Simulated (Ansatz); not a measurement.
## Ge wire along [100], 25 atoms a period, H-terminated: bands by functional

Aim: is the Ge wire along [100], 25 atoms a period, H-terminated a metal or a semiconductor?

Main program and level: Ansatz 0.2.0; DFT PBE, plane waves, PAW; relaxation of a wire's period; PAW set soft_1, in the first sound run; inputs show where later runs differ.

## 1. Starting point

The cell holds 45 atoms: 25 Ge and 20 H. Cell: a = 20.121 Å, b = 20.121 Å, c = 5.760 Å, α = 90.0°, β = 90.0°, γ = 90.0°. Vacuum lies along a and b. The structure's axis is c.

## 2. The relaxed wire

Band widths follow the bond lengths, so the wire is relaxed first. The atoms and the third cell vector are free; the box across stays fixed as vacuum. A Fermi-Dirac smearing is set since the result may be a metal. The pressure printed is a third of the stress's trace over the whole box, vacuum included; only the stress along the axis is relaxed.

The input, input.yaml:

```yaml
crystal:
  lattice:
    - [20.121, 0.0, 0.0]
    - [0.0, 20.121, 0.0]
    - [0.0, 0.0, 5.76]
  atoms:
    - { symbol: Ge, position: [0.356874232, 0.500008271, 0.0] }
    - { symbol: Ge, position: [0.500008271, 0.356874232, 0.0] }
    - { symbol: Ge, position: [0.500008271, 0.64314231, 0.0] }
    - { symbol: Ge, position: [0.64314231, 0.500008271, 0.0] }
    - { symbol: H, position: [0.240544705, 0.383678744, 0.093634302] }
    - { symbol: H, position: [0.383678744, 0.240544705, 0.093634302] }
    - { symbol: H, position: [0.616337798, 0.759471837, 0.093634302] }
    - { symbol: H, position: [0.759471837, 0.616337798, 0.093634302] }
    - { symbol: Ge, position: [0.285307212, 0.428441251, 0.25] }
    - { symbol: Ge, position: [0.428441251, 0.285307212, 0.25] }
    - { symbol: Ge, position: [0.428441251, 0.57157529, 0.25] }
    - { symbol: Ge, position: [0.57157529, 0.428441251, 0.25] }
    - { symbol: Ge, position: [0.57157529, 0.71470933, 0.25] }
    - { symbol: Ge, position: [0.71470933, 0.57157529, 0.25] }
    - { symbol: H, position: [0.168977685, 0.544770779, 0.343634302] }
    - { symbol: H, position: [0.312111724, 0.687904818, 0.343634302] }
    - { symbol: H, position: [0.455245763, 0.831038857, 0.343634302] }
    - { symbol: H, position: [0.544770779, 0.168977685, 0.343634302] }
    - { symbol: H, position: [0.687904818, 0.312111724, 0.343634302] }
    - { symbol: H, position: [0.831038857, 0.455245763, 0.343634302] }
    - { symbol: Ge, position: [0.213740193, 0.500008271, 0.5] }
    - { symbol: Ge, position: [0.356874232, 0.356874232, 0.5] }
    - { symbol: Ge, position: [0.356874232, 0.64314231, 0.5] }
    - { symbol: Ge, position: [0.500008271, 0.213740193, 0.5] }
    - { symbol: Ge, position: [0.500008271, 0.500008271, 0.5] }
    - { symbol: Ge, position: [0.500008271, 0.786276349, 0.5] }
    - { symbol: Ge, position: [0.64314231, 0.356874232, 0.5] }
    - { symbol: Ge, position: [0.64314231, 0.64314231, 0.5] }
    - { symbol: Ge, position: [0.786276349, 0.500008271, 0.5] }
    - { symbol: H, position: [0.168977685, 0.455245763, 0.656365698] }
    - { symbol: H, position: [0.312111724, 0.312111724, 0.656365698] }
    - { symbol: H, position: [0.455245763, 0.168977685, 0.656365698] }
    - { symbol: H, position: [0.544770779, 0.831038857, 0.656365698] }
    - { symbol: H, position: [0.687904818, 0.687904818, 0.656365698] }
    - { symbol: H, position: [0.831038857, 0.544770779, 0.656365698] }
    - { symbol: Ge, position: [0.285307212, 0.57157529, 0.75] }
    - { symbol: Ge, position: [0.428441251, 0.428441251, 0.75] }
    - { symbol: Ge, position: [0.428441251, 0.71470933, 0.75] }
    - { symbol: Ge, position: [0.57157529, 0.285307212, 0.75] }
    - { symbol: Ge, position: [0.57157529, 0.57157529, 0.75] }
    - { symbol: Ge, position: [0.71470933, 0.428441251, 0.75] }
    - { symbol: H, position: [0.240544705, 0.616337798, 0.906365698] }
    - { symbol: H, position: [0.383678744, 0.759471837, 0.906365698] }
    - { symbol: H, position: [0.616337798, 0.240544705, 0.906365698] }
    - { symbol: H, position: [0.759471837, 0.383678744, 0.906365698] }
kpoints:
  mp_grid: { grid: [1, 1, 14] }
scf:
  occupations: { method: fermi_dirac, width: 0.05 }
hamiltonian:
  xc: pbe
  pseudopotentials: { kind: paw, azcp: { folder: soft_1 } }
relax:
  cell: { fix: [a, b, alpha, beta, gamma] }
  max_steps: 45
  f_tol: 0.03
```

Command:

```
$ ansatz run input.yaml --threads 4 --pin off --max-ram 16384MiB --backend cpu --events-out ev --progress --plain --runs-dir out
```

Numbers of over 12 decimals in the logs are rounded to 6 here.

Output:

```text
Engine: ansatz 0.2.0, aarch64-unknown-linux-gnu
Pseudopotentials: kind: paw
Pseudopotential: Ge, paw, valence charge 14, recommended cutoff 420 eV (normal), soft_1/Ge.paw.azcp
Pseudopotential: H, paw, valence charge 1, recommended cutoff 420 eV (normal), soft_1/H.paw.azcp
Functional definition: PBE
  parameter kappa = 0.804
  parameter beta = 0.066725
  exchange = pbe_x(kappa = kappa, mu = beta*pi^2/3)
  correlation = pbe_c(beta = beta)
Crystal: 45 atoms, lattice volume = 2331.963 Å³
Basis set: ecut = 420 eV, 45619 PW (Γ), exchange–correlation on 270×270×80 points (8 copies of the dense FFT grid, shifted against one another)
Bands: 230, of which v1, the nominal top of the filled ones, is band 185 counted from 1 (184 counted from 0)
Symmetry: 8 space group operations
Space group: P-42m (ITA 111), of the structure as read, at distance tolerance 1.3e-4 Å
k-points: 8 of 14
Non-local potential: Ge, projectors of the file, l = 0: 2, l = 1: 2, l = 2: 3, l = 3: 1
Non-local potential: H, projectors of the file, l = 0: 2, l = 1: 1
PAW form: soft (Blöchl's): semilocal exchange-correlation on the pseudo side does not see the compensation charge
PAW one-centre angular grid: Ge, 590 points (default); XC on 64 Gauss nodes
PAW one-centre angular grid: H, 110 points (default); XC on 64 Gauss nodes
Initial density: superposition of atomic densities (neutral atoms: chi_scale 0, normalization atom)
Initial wavefunctions: pseudopotential atomic-orbital guess
Functional: x = pbe(κ = 0.804, μ = 0.219515), c = pbe(β = 0.066725)
SCF iter   1: F=—  HF=-107692.490711 eV  |F-HF|=—  |Δ(HF+E_count)|=         —  Δρ=3.10e-2  dr2=1.86e1  ethr=3.10e-3  ⟨swp⟩=6.9  Hψ=7423  notcnv=0  defer=28
preconditioner: auto → Resta (q_TF=auto, 2.007 Å⁻¹)  ε∞=1.5  [insulator: Δε(μ)=2.411 eV  Ē_g=21.795 eV  σ=0.050 eV  W_gap=1.00  n_scr=330 (ndim 8)  ℏωp=14.8 eV  f_vac=0.609  D(μ)=0.00/eV (n_scr^D=0)  ε∞_Penn≈1.5  vacuum switching on, ρ_ref=3.4e-2 e/Å³]
SCF iter   2: F=—  HF=-107688.419657 eV  |F-HF|=—  |Δ(HF+E_count)|=    4.07e0  Δρ=1.33e-2  dr2=4.14e0  ethr=3.10e-3  ⟨swp⟩=3.0  Hψ=2580  notcnv=0  defer=284
SCF iter   3: F=—  HF=-107688.725497 eV  |F-HF|=—  |Δ(HF+E_count)|=   3.06e-1  Δρ=5.52e-3  dr2=7.66e0  ethr=1.12e-3  ⟨swp⟩=4.0  Hψ=3832  notcnv=0  defer=287
SCF iter   4: F=—  HF=-107687.508160 eV  |F-HF|=—  |Δ(HF+E_count)|=    1.22e0  Δρ=1.65e-3  dr2=7.82e-2  ethr=1.12e-3  ⟨swp⟩=3.8  Hψ=3277  notcnv=0  defer=275
SCF iter   5: F=—  HF=-107687.508719 eV  |F-HF|=—  |Δ(HF+E_count)|=   5.59e-4  Δρ=7.46e-4  dr2=6.13e-3  ethr=2.11e-5  ⟨swp⟩=2.0  Hψ=2208  notcnv=0  defer=277
SCF iter   6: F=—  HF=-107687.511510 eV  |F-HF|=—  |Δ(HF+E_count)|=   2.79e-3  Δρ=1.33e-4  dr2=5.23e-4  ethr=1.66e-6  ⟨swp⟩=2.0  Hψ=3040  notcnv=0  defer=277
SCF iter   7: F=—  HF=-107687.511564 eV  |F-HF|=—  |Δ(HF+E_count)|=   5.42e-5  Δρ=3.91e-5  dr2=3.98e-5  ethr=1.41e-7  ⟨swp⟩=2.0  Hψ=3040  notcnv=0  defer=277
SCF iter   8: F=—  HF=-107687.511834 eV  |F-HF|=—  |Δ(HF+E_count)|=   2.69e-4  Δρ=1.56e-5  dr2=4.00e-6  ethr=1.08e-8  ⟨swp⟩=2.0  Hψ=3190  notcnv=0  defer=277
SCF iter   9: F=—  HF=-107687.511839 eV  |F-HF|=—  |Δ(HF+E_count)|=   5.13e-6  Δρ=4.36e-6  dr2=4.37e-7  ethr=1.08e-9  ⟨swp⟩=2.0  Hψ=3040  notcnv=0  defer=277
SCF iter  10: F=-107687.511839 eV  HF=-107687.511839 eV  |F-HF|=1.30e-8  |Δ(HF+E_count)|=   2.86e-7  Δρ=1.05e-6  dr2=2.26e-8  ethr=2.70e-11  ⟨swp⟩=4.2  Hψ=5560  notcnv=0
SCF 1 converged in 10 iterations: F = -107687.511839 eV  dr2 = 2.26e-8
  greatest PAW one-centre occupation: 0.998 electrons in one spin orbital (limit 2), on the Ge atom at site 28 (counted from 0), in its partial waves of l = 2
relax step   1: F+E_penalty+E_count = -107687.51183908 eV  Δ(F+E_penalty+E_count) = +0.000e0 eV  max|allowed force component| = 2.648e-1 eV/Å  Δτ_max = 0.0000 Å  P = -0.489 GPa  Ω = 2331.963 Å³  fix = [a, b, alpha, beta, gamma]  reactions: a -0.494, b -0.494 GPa  (10 SCF iters, dr2 threshold 1.00e-7 eV, accepted)
Crystal: 45 atoms, lattice volume = 2329.526 Å³
Basis set: ecut = 420 eV, 45603 PW (Γ), exchange–correlation on 270×270×80 points (8 copies of the dense FFT grid, shifted against one another)
Initial density: handed on by an earlier stage of this run
Initial wavefunctions: those handed on with the density
iter 1 solved again at ethr=7.82e-5 eV; its pass at ethr=3.10e-3 eV (dr2=2.89e-1 eV) is discarded
SCF iter   1: F=—  HF=-107687.653222 eV  |F-HF|=—  |Δ(HF+E_count)|=         —  Δρ=5.01e-3  dr2=2.99e-1  ethr=7.82e-5  ⟨swp⟩=4.8  Hψ=7558  notcnv=0
preconditioner: auto → Resta (q_TF=auto, 2.008 Å⁻¹)  ε∞=1.5  [insulator: Δε(μ)=2.489 eV  Ē_g=21.836 eV  σ=0.050 eV  W_gap=1.00  n_scr=330 (ndim 8)  ℏωp=14.8 eV  f_vac=0.651  D(μ)=0.00/eV (n_scr^D=0)  ε∞_Penn≈1.5  vacuum switching on, ρ_ref=3.5e-2 e/Å³]
SCF iter   2: F=—  HF=-107687.628041 eV  |F-HF|=—  |Δ(HF+E_count)|=   2.52e-2  Δρ=2.18e-3  dr2=9.01e-2  ethr=7.82e-5  ⟨swp⟩=4.5  Hψ=2878  notcnv=0
SCF iter   3: F=—  HF=-107687.635427 eV  |F-HF|=—  |Δ(HF+E_count)|=   7.39e-3  Δρ=1.28e-3  dr2=1.10e-1  ethr=2.43e-5  ⟨swp⟩=4.6  Hψ=2875  notcnv=0  defer=38
SCF iter   4: F=—  HF=-107687.620537 eV  |F-HF|=—  |Δ(HF+E_count)|=   1.49e-2  Δρ=2.31e-4  dr2=1.96e-3  ethr=2.43e-5  ⟨swp⟩=2.9  Hψ=2241  notcnv=0  defer=257
SCF iter   5: F=—  HF=-107687.620580 eV  |F-HF|=—  |Δ(HF+E_count)|=   4.28e-5  Δρ=7.87e-5  dr2=1.13e-4  ethr=5.31e-7  ⟨swp⟩=2.6  Hψ=2870  notcnv=0  defer=249
SCF iter   6: F=—  HF=-107687.620624 eV  |F-HF|=—  |Δ(HF+E_count)|=   4.33e-5  Δρ=2.44e-5  dr2=1.29e-5  ethr=3.07e-8  ⟨swp⟩=2.0  Hψ=3031  notcnv=0  defer=249
SCF iter   7: F=-107687.620624 eV  HF=-107687.620624 eV  |F-HF|=3.46e-7  |Δ(HF+E_count)|=   4.26e-7  Δρ=6.99e-6  dr2=9.61e-7  ethr=1.18e-9  ⟨swp⟩=4.9  Hψ=5268  notcnv=0
SCF 2 converged in 7 iterations: F = -107687.620624 eV  dr2 = 9.61e-7
  greatest PAW one-centre occupation: 0.998 electrons in one spin orbital (limit 2), on the Ge atom at site 25 (counted from 0), in its partial waves of l = 2
relax step   2: F+E_penalty+E_count = -107687.62062364 eV  Δ(F+E_penalty+E_count) = -1.088e-1 eV  max|allowed force component| = 1.708e-1 eV/Å  Δτ_max = 0.0850 Å  P = +0.013 GPa  Ω = 2329.526 Å³  energy of the carried Pulay correction = +3.165e-4 eV  fix = [a, b, alpha, beta, gamma]  reactions: a +0.013, b +0.013 GPa  (7 SCF iters, dr2 threshold 4.38e-6 eV, accepted)
Crystal: 45 atoms, lattice volume = 2324.943 Å³
Basis set: ecut = 420 eV, 45499 PW (Γ), exchange–correlation on 270×270×80 points (8 copies of the dense FFT grid, shifted against one another)
iter 1 solved again at ethr=1.42e-5 eV; its pass at ethr=3.10e-3 eV (dr2=5.24e-2 eV) is discarded
[...]
greatest PAW one-centre occupation: 0.998 electrons in one spin orbital (limit 2), on the Ge atom at site 23 (counted from 0), in its partial waves of l = 2
relax step   4: F+E_penalty+E_count = -107687.65987108 eV  Δ(F+E_penalty+E_count) = +1.011e-3 eV  max|allowed force component| = 2.302e-2 eV/Å  Δτ_max = 0.0000 Å  P = -0.014 GPa  Ω = 2324.943 Å³  fix = [a, b, alpha, beta, gamma]  reactions: a -0.009, b -0.009 GPa  stress off target by 2.31e-2 GPa on what of the cell is left free  SCF on the basis re-selected at this cell (its energy is not comparable with the rows above)  (5 SCF iters)
basis re-selected at this cell: Δ(F+E_penalty+E_count) = +1.011e-3 eV, ΔP = +0.000 GPa vs the last step (what re-selecting the basis moved, of the pressure what is left beyond the Pulay correction that the steps carried, after the strain that the cell walked since its last selection, with what the two solves' SCF thresholds leave and, on support functions, any second-order correction that the steps lacked; it is no m [...]
SCF converged after 5 iterations
Free energy (F): -107687.659871 eV
Harris-Foulkes:  -107687.659871 eV  (|F-HF|=3.20e-10)
Internal energy: -107687.659871 eV  (E = F + TS)
E sigma→0 (E₀):  -107687.659871 eV
Fermi energy:    -0.843687 eV
--- Per-component energies (eV) ---
  E_band       = -7160.894172
  E_kinetic    = 2565.259841
  E_local      = -269593.892817  (includes V_loc(G=0)·N_el)
  E_nonlocal   = 5470.621714
  E_hartree    = 131785.035857
  E_xc         = -1951.666044
  E_vxc        = -1834.108853  (∫ρ·V_xc dr)
  E_paw        = -50365.684483  (= ΣΔE_a)
  E_vpaw       = -7338.830262  (= ΣTr[D̂ρ^β])
  E_aug_tail   = -0.018223  (compensation charges beyond the density's cutoff)
  E_ewald      = 74402.684284
  E_smearing   = -0.000000  (= −TS)
  E_closure    = 0.000000  (closes the sum)
  Σ components = -107687.659871   (vs F -107687.659871, Δ=0.00e0)
--- Forces (eV/Å), atoms counted from 1 ---
  atom   1  Ge     0.01013919     0.00000000     0.00000000
  atom   2  Ge    -0.00000000     0.01013919     0.00000000
  atom   3  Ge    -0.00000000    -0.01013919     0.00000000
  atom   4  Ge    -0.01013919     0.00000000     0.00000000
  atom   5  H     -0.00156531     0.01279441     0.01586648
  atom   6  H      0.01279441    -0.00156531     0.01586648
  atom   7  H     -0.01279441     0.00156531     0.01586648
  atom   8  H      0.00156531    -0.01279441     0.01586648
  atom   9  Ge    -0.00495339    -0.01090258    -0.01681903
  atom  10  Ge    -0.01090258    -0.00495339    -0.01681903
  atom  11  Ge     0.01415471    -0.01415471     0.00909820
  atom  12  Ge    -0.01415471     0.01415471     0.00909820
  atom  13  Ge     0.01090258     0.00495339    -0.01681903
  atom  14  Ge     0.00495339     0.01090258    -0.01681903
  atom  15  H      0.00493855    -0.00728042     0.00548196
  atom  16  H     -0.00052075     0.00052075     0.01259247
  atom  17  H      0.00728042    -0.00493855     0.00548196
  atom  18  H     -0.00728042     0.00493855     0.00548196
  atom  19  H      0.00052075    -0.00052075     0.01259247
  atom  20  H     -0.00493855     0.00728042     0.00548196
  atom  21  Ge    -0.01728548     0.00000000     0.00000000
  atom  22  Ge     0.00863225     0.00863225     0.02301619
  atom  23  Ge     0.00863225    -0.00863225    -0.02301619
  atom  24  Ge    -0.00000000    -0.01728548    -0.00000000
  atom  25  Ge     0.00000000     0.00000000     0.00000000
  atom  26  Ge    -0.00000000     0.01728548     0.00000000
  atom  27  Ge    -0.00863225     0.00863225    -0.02301619
  atom  28  Ge    -0.00863225    -0.00863225     0.02301619
  atom  29  Ge     0.01728548    -0.00000000     0.00000000
  atom  30  H      0.00493855     0.00728042    -0.00548196
  atom  31  H     -0.00052075    -0.00052075    -0.01259247
  atom  32  H      0.00728042     0.00493855    -0.00548196
  atom  33  H     -0.00728042    -0.00493855    -0.00548196
  atom  34  H      0.00052075     0.00052075    -0.01259247
  atom  35  H     -0.00493855    -0.00728042    -0.00548196
  atom  36  Ge    -0.00495339     0.01090258     0.01681903
  atom  37  Ge     0.01415471     0.01415471    -0.00909820
  atom  38  Ge    -0.01090258     0.00495339     0.01681903
  atom  39  Ge     0.01090258    -0.00495339     0.01681903
  atom  40  Ge    -0.01415471    -0.01415471    -0.00909820
  atom  41  Ge     0.00495339    -0.01090258     0.01681903
  atom  42  H     -0.00156531    -0.01279441    -0.01586648
  atom  43  H      0.01279441     0.00156531    -0.01586648
  atom  44  H     -0.01279441    -0.00156531    -0.01586648
  atom  45  H      0.00156531     0.01279441    -0.01586648
  max |Σ_I F_I| component: 2.43e-17 eV/Å
--- Stress (GPa, compression-positive) ---
       -0.009048       0.000000       0.000000
        0.000000      -0.009048      -0.000000
        0.000000      -0.000000      -0.023119
  P = ⅓ Tr σ = -0.0137 GPa (-0.137 kbar)
--- Relaxed structure (3 steps of the walk, 3 accepted, 1 SCFs on fresh bases) ---
  F+E_penalty+E_count = -107687.65987108 eV   max|allowed force component| = 2.302e-2 eV/Å   (the final SCF, on the basis selected at the relaxed cell)
  cell:  # Å, volume = 2324.9431 Å³
    - [20.121, 0.0, 0.0]
    - [0.0, 20.121, 0]
    - [0.0, 0, 5.742661]
  atoms:
    - { symbol: Ge, position: [0.357529, 0.500008, 0] }
    - { symbol: Ge, position: [0.500008, 0.357529, 0] }
    - { symbol: Ge, position: [0.500008, 0.642488, 0] }
    - { symbol: Ge, position: [0.642488, 0.500008, 0] }
    - { symbol: H, position: [0.243201, 0.384907, 0.096711] }
    - { symbol: H, position: [0.384907, 0.243201, 0.096711] }
    - { symbol: H, position: [0.615109, 0.756815, 0.096711] }
    - { symbol: H, position: [0.756815, 0.615109, 0.096711] }
    - { symbol: Ge, position: [0.287352, 0.429995, 0.253477] }
    - { symbol: Ge, position: [0.429995, 0.287352, 0.253477] }
    - { symbol: Ge, position: [0.428707, 0.571310, 0.249367] }
    - { symbol: Ge, position: [0.571310, 0.428707, 0.249367] }
    - { symbol: Ge, position: [0.570022, 0.712664, 0.253477] }
    - { symbol: Ge, position: [0.712664, 0.570022, 0.253477] }
    - { symbol: H, position: [0.171211, 0.544179, 0.347008] }
    - { symbol: H, position: [0.314076, 0.685941, 0.347789] }
    - { symbol: H, position: [0.455837, 0.828805, 0.347008] }
    - { symbol: H, position: [0.544179, 0.171211, 0.347008] }
    - { symbol: H, position: [0.685941, 0.314076, 0.347789] }
    - { symbol: H, position: [0.828805, 0.455837, 0.347008] }
    - { symbol: Ge, position: [0.216639, 0.500008, 0.5] }
    - { symbol: Ge, position: [0.358728, 0.358728, 0.495474] }
    - { symbol: Ge, position: [0.358728, 0.641289, 0.504526] }
    - { symbol: Ge, position: [0.500008, 0.216639, 0.5] }
    - { symbol: Ge, position: [0.500008, 0.500008, 0.5] }
    - { symbol: Ge, position: [0.500008, 0.783378, 0.5] }
    - { symbol: Ge, position: [0.641289, 0.358728, 0.504526] }
    - { symbol: Ge, position: [0.641289, 0.641289, 0.495474] }
    - { symbol: Ge, position: [0.783378, 0.500008, 0.5] }
    - { symbol: H, position: [0.171211, 0.455837, 0.652992] }
    - { symbol: H, position: [0.314076, 0.314076, 0.652211] }
    - { symbol: H, position: [0.455837, 0.171211, 0.652992] }
    - { symbol: H, position: [0.544179, 0.828805, 0.652992] }
    - { symbol: H, position: [0.685941, 0.685941, 0.652211] }
    - { symbol: H, position: [0.828805, 0.544179, 0.652992] }
    - { symbol: Ge, position: [0.287352, 0.570022, 0.746523] }
    - { symbol: Ge, position: [0.428707, 0.428707, 0.750633] }
    - { symbol: Ge, position: [0.429995, 0.712664, 0.746523] }
    - { symbol: Ge, position: [0.570022, 0.287352, 0.746523] }
    - { symbol: Ge, position: [0.571310, 0.571310, 0.750633] }
    - { symbol: Ge, position: [0.712664, 0.429995, 0.746523] }
    - { symbol: H, position: [0.243201, 0.615109, 0.903289] }
    - { symbol: H, position: [0.384907, 0.756815, 0.903289] }
    - { symbol: H, position: [0.615109, 0.243201, 0.903289] }
    - { symbol: H, position: [0.756815, 0.384907, 0.903289] }
```

Run time: 10 min. Hardware: 4 threads of Arm Neoverse V1, shared host; peak memory 9.1 GiB.

Step by step:

```
step  energy less that of the first step (eV)  largest force component (eV/Å)  pressure (GPa)  volume (Å³)
   1                                   0.0000                          0.2648           -0.49      2331.96
   2                                  -0.1088                          0.1708            0.01      2329.53
   3                                  -0.1490                          0.0230           -0.01      2324.94
  4*                                  -0.1480                          0.0230           -0.01      2324.94
```

Relaxation steps marked * repeat the geometry before them on a plane-wave basis chosen anew for their cell, so energy and pressure can jump there.

The run keeps the 8 symmetry operations that it works with, so distortions that break them were not tested.

```
cell as run  before  after  change
      c (Å)   5.760  5.743  -0.3 %
```

The atoms that moved most (Å, along periodic axes as changes of fractional coordinates times the final cell, across vacuum about the mean position):

```
atom      dx      dy      dz  length
  H7  -0.025  -0.053   0.018   0.061
  H8  -0.053  -0.025   0.018   0.061
 H43   0.025  -0.053  -0.018   0.061
 H45  -0.053   0.025  -0.018   0.061
 H44  -0.025   0.053  -0.018   0.061
 H42   0.053  -0.025  -0.018   0.061
  H5   0.053   0.025   0.018   0.061
  H6   0.025   0.053   0.018   0.061
```

This step gave:

```
cell length along the wire : 5.743 Å
```

The cell's length comes to 5.743 Å with spin left out.

(Part 1 of 2 ends here.)

[Logs are printed without paths, hosts, clocks, repeated set-up lines and the standing remarks that a program may print on its own settings, such as how far it seeks lower states.]

[Hosts, paths, dates, database ids (printed as entryN), source tags and the programs' standing remarks are cut or masked in the printed files.]
